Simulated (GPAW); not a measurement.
# C K-edge XANES of rock-salt (TiC)₁₋ₓ(ZrC)ₓ at x = 0.875, part 3 of 3

Aim: the C K edge in rock-salt (TiC)₁₋ₓ(ZrC)ₓ at x = 0.875, one member of a composition series.

GPAW 26.7.0; X-ray absorption from dipole matrix elements to empty bands, plane-wave PAW PBE.

So far. Step 5 (Spectrum with XCH, C atom 2): Main maxima below 24 eV (height): 4.1 eV (1.86), 9.1 eV (1.58) and 12.9 eV (1.33). A K edge sees empty p states; the first features are C p mixed into the empty d states of the Ti and Zr neighbours, and the broad ones above probably into the cations' higher empty bands. Step 5 (Spectrum with XCH, C atom 2): The total-energy difference is 287.95 eV.

## (7) Spectrum with XCH, Ti atom 15

The holes are 6.6 Å apart. The excited electron is kept in the cell, where it fills the lowest empty states and screens the hole. After the field has converged, empty bands are computed with the density fixed and the dipole matrix elements are summed.

The absorber has 4 C at 2.28 Å and 2 C at 2.29 Å (octahedral).

xas.py

```python
import numpy as np
from ase import Atoms
from ase.parallel import parprint, paropen
from gpaw import GPAW, PW, FermiDirac, Mixer, MixerDif, setup_paths
from gpaw.test import gen
setup_paths.insert(0, '.')
gen('Ti', name='fch1s', xcname='PBE', corehole=(1, 0, 1), write_xml=True)
from gpaw.mpi import world
world.barrier()

atoms = Atoms('ZrCZrCZrCZrCZrCZrCZrCTiC',
    cell=[[0, 4.6535, 4.6535],
     [4.6535, 0, 4.6535],
     [4.6535, 4.6535, 0]],
    scaled_positions=[[0.9992792, 0.0001749, 0.0004709],
     [0.744978, 0.2545747, 0.2549752],
     [0.9993827, 0.0001056, 0.5004815],
     [0.7445851, 0.2548703, 0.7456635],
     [0.9994693, 0.5001365, 0.0004706],
     [0.7448355, 0.7455502, 0.2550724],
     [0.9993947, 0.5001315, 0.5004514],
     [0.7495101, 0.75, 0.750581],
     [0.4993762, 0.0001521, 0.0004193],
     [0.2493953, 0.250104, 0.2504492],
     [0.499318, 0.0001792, 0.5004688],
     [0.2538135, 0.2543724, 0.7461744],
     [0.4993089, 0.500149, 0.0005021],
     [0.2534681, 0.7461339, 0.2544884],
     [0.4998393, 0.4998306, 0.5007358],
     [0.2538624, 0.7456721, 0.7460438]],
    pbc=True)
atoms.calc = calc = GPAW(legacy_gpaw=True, mode=PW(500, force_complex_dtype=True), xc='PBE', setups={14: 'fch1s'},
    kpts={'size': (4, 4, 4), 'gamma': True}, occupations=FermiDirac(0.1),
    charge=-1, mixer=Mixer(0.1, 5, 50), maxiter=150,
    convergence={'density': 0.0001, 'eigenstates': 1e-6}, txt='scf.txt')
energy = atoms.get_potential_energy() + calc.get_reference_energy()
ef = calc.get_fermi_level()
out = dict(energy=energy, fermi=ef, forces=atoms.get_forces().tolist())
parprint(f'all-electron energy {energy:.4f} eV, Fermi level {ef:.4f} eV')
ev = np.array([[calc.get_eigenvalues(k, s) for k in range(len(calc.get_ibz_k_points()))] for s in range(calc.get_number_of_spins())])
out['homo'], out['lumo'], out['counts'] = ev[ev < ef].max(), ev[ev > ef].min(), sorted(set((ev < ef).sum((0, 2)).tolist()))
out['filled'] = (ev[:, 0] < ef).sum(1).tolist()

from ase.units import Ha
from gpaw.xas import dipole_matrix_elements
nb = int(calc.get_number_of_electrons() / 2) + 145
top, nb = nb, nb + 8 + nb // 12
nscf = calc.fixed_density(kpts={'size': (6, 6, 6), 'gamma': True}, nbands=nb,
    convergence={'bands': top, 'eigenstates': 5e-3}, maxiter=60, txt='nscf.txt')
cell = atoms.cell.array
ops = [cell.T @ U.T @ np.linalg.inv(cell.T) for U in nscf.wfs.kd.symmetry.op_scc]
E = np.arange(-6, 30, 0.1)
fwhm = np.interp(E, [4, 25], [0.94, 3.5])
Y, X, zero, highest = 0, 0, 1e9, 1e9
for spin in range(nscf.get_number_of_spins()):
    wfs = nscf.wfs
    mine = wfs.bd.get_slice()  # this rank's bands
    A = dipole_matrix_elements(wfs.setups[14])
    eps = np.zeros((wfs.kd.nibzkpts, nb))
    d = np.zeros((3, A.shape[1], wfs.kd.nibzkpts, nb), complex)
    for kpt in wfs.kpt_u:
        if kpt.s == spin and 14 in kpt.P_ani:
            eps[kpt.k, mine] = kpt.eps_n * Ha
            d[:, :, kpt.k, mine] = (kpt.weight * wfs.nspins / 2) ** 0.5 * np.inner(A, kpt.P_ani[14])
    world.sum(eps)
    world.sum(d)
    T = np.einsum('amkn,bmkn->abkn', d, d.conj()).real
    T = sum(np.einsum('ai,ijkn,bj->abkn', R, T, R) for R in ops) / len(ops)
    empty = eps > ef
    zero, highest = min(zero, eps[empty].min()), min(highest, eps[:, top - 1].min())
    lines = [(eps, T, empty)] if spin == 0 else lines + [(eps, T, empty)]
for eps, T, empty in lines:
    f = np.einsum('aakn->akn', T).reshape(3, -1)
    x = eps.ravel() - zero
    w = np.interp(x, E, fwhm) / 2.35482
    g = np.exp(-0.5 * ((E[:, None] - x) / w) ** 2) / (w * (2 * np.pi) ** 0.5)
    Y = Y + (f * empty.ravel()) @ g.T
    X = X + (f * ~empty.ravel()) @ g.T
out.update(E=E.round(2).tolist(), xas=Y.tolist(), xes=X.tolist(), zero=zero, valid=highest - zero, nk=len(eps), nb=nb)
for i in range(0, len(E), 10):
    parprint(f'{E[i]:7.2f}', *(f'{v:10.3e}' for v in Y[:, i]))
import json
with paropen('out.json', 'w') as f:
    json.dump(out, f)
```

Run with:

```bash
$ OMP_NUM_THREADS=1 mpirun -n 4 gpaw python xas.py
```

Numbers of over 12 decimals in the logs are rounded to 6 here.

The log of the run:

```text
Input parameters:
  charge: -1
  convergence: {density: 0.0001,
                eigenstates: 1e-06}
  kpts: {gamma: True,
         size: (4, 4, 4)}
  maxiter: 150
  mixer: {backend: pulay,
          beta: 0.1,
          method: separate,
          nmaxold: 5,
          weight: 50}
  mode: {ecut: 500.0,
         force_complex_dtype: True,
         name: pw}
  occupations: {fixmagmom: False,
[...]
*d    :     0.343888
--------------------------------

Diagonalizing with gridspacing h=0.050

state   all-electron     PAW
-------------------------------
3s:      -2.998602    -2.998884
3p:      -2.109826    -2.110472
3d:      -0.656112    -0.656704
*f:                   -0.028297
-------------------------------
all-electron energy -711861.8091 eV, Fermi level 10.5782 eV
[...]
28.00  5.426e-07  5.422e-07  5.425e-07
  29.00  5.756e-07  5.753e-07  5.755e-07
[key lines of the parts left out:]
Converged after 19 iterations.
Dipole moment: (-0.389161, 0.097133, 0.292178) |e|*Ang
Free energy:   -157.429396
Fermi level: 10.57818
```

The job ended after 10 min (4 MPI ranks of INTEL XEON PLATINUM 8581C at 2.30GHz (Emerald Rapids), shared host; peak memory 1.3 GiB; 41 min of CPU time).

The Ti K spectrum, Ti atom 15, excited-electron core hole (neutral cell) (energy from the lowest empty level; intensity scaled to a mean of 1 over the first 20 eV):

```
E (eV)  intensity
  -2.0       0.00
  -1.4       0.00
  -0.8       0.01
  -0.2       0.07
   0.4       0.13
   1.0       0.07
   1.6       0.06
   2.2       0.09
   2.8       0.09
   3.4       0.10
   4.0       0.16
   4.6       0.22
   5.2       0.22
   5.8       0.40
   6.4       0.68
   7.0       0.70
   7.6       0.71
   8.2       0.73
   8.8       0.75
   9.4       0.81
  10.0       0.83
  10.6       0.85
  11.2       0.98
  11.8       1.32
  12.4       1.85
  13.0       2.31
  13.6       2.45
  14.2       2.33
  14.8       2.17
  15.4       2.08
  16.0       1.96
  16.6       1.76
  17.2       1.48
  17.8       1.26
  18.4       1.15
  19.0       1.16
  19.6       1.21
  20.2       1.26
  20.8       1.27
  21.4       1.26
  22.0       1.24
  22.6       1.23
  23.2       1.21
  23.8       1.18
  24.4       1.14
  25.0       1.11
  25.6       1.11
  26.2       1.13
  26.8       1.18
  27.4       1.25
  28.0       1.31
  28.6       1.37
  29.2       1.40
  29.8       1.39
```

Main maxima below 29 eV (height): 0.3 eV (0.14), 13.5 eV (2.45) and 20.7 eV (1.27). A K edge sees empty p states. The first eV above the zero hold little dipole weight, as the lowest empty bands are of d character; the main edge, of 4p character, rises through 0.6 near 6 eV above the zero.

The total-energy difference is 4983.85 eV. One term is added: -22.82 eV, since the hole is spin-paired here and a spin-polarised one costs that much less in the free atom (computed apart). The photon energy is then 4961.03 eV. The tabulated edge of the element is 4966 eV. The functional leaves an error of a few eV in such absolute values.

## (8) Summary of results

```yaml
absorber_and_edge: C K, atom 2 of the ground-state input (counted from 1)
surroundings: 1 Ti at 2.28 Å, 4 Zr at 2.33 Å and 1 Zr at 2.37 Å (distorted octahedral)
highest_intensity_below_16_ev: 4.1 eV above the zero, height 1.86
photon_energy_of_the_zero_with_the_added_terms: 281.2 eV (raw 287.9 eV; uncertain by a few eV)
```

What this shows: The C K edge of atom 2, with 1 Ti at 2.28 Å, 4 Zr at 2.33 Å and 1 Zr at 2.37 Å (distorted octahedral), has its highest intensity of the first 16 eV at 4.1 eV above the zero, near 285 eV in photon energy (uncertain by a few eV), 1.9 times the mean level of the first 20 eV (Gaussian full width 0.9 eV up to 4 eV, rising linearly to 3.5 eV at 25 eV). At the C K edge of atom 2 polarisation matters most near 3.6 eV, where the curves differ by 2.2 on this scale. Lifetime broadening is put in by hand, and intensities beyond about 20 eV depend on it and on the partial waves; weight that the partial waves miss at high energy is lost.

[Banner, clock and machine lines of the logs are left out without a mark of their own.]

[Logs are printed without paths, hosts, clocks, repeated set-up lines and the standing remarks that a program may print on its own settings, such as how far it seeks lower states.]

[Hosts, paths, dates, database ids (printed as entryN), source tags and the programs' standing remarks are cut or masked in the printed files.]

[Lists of maxima count a maximum above −3 eV only where it reaches 4 % of the highest in the window and stands out from its surroundings by 2 % of it (1.5 % where it reaches 55 %); shoulders and weaker maxima are passed over, and of the rest the first, up to two pre-edge ones and the few strongest are named.]
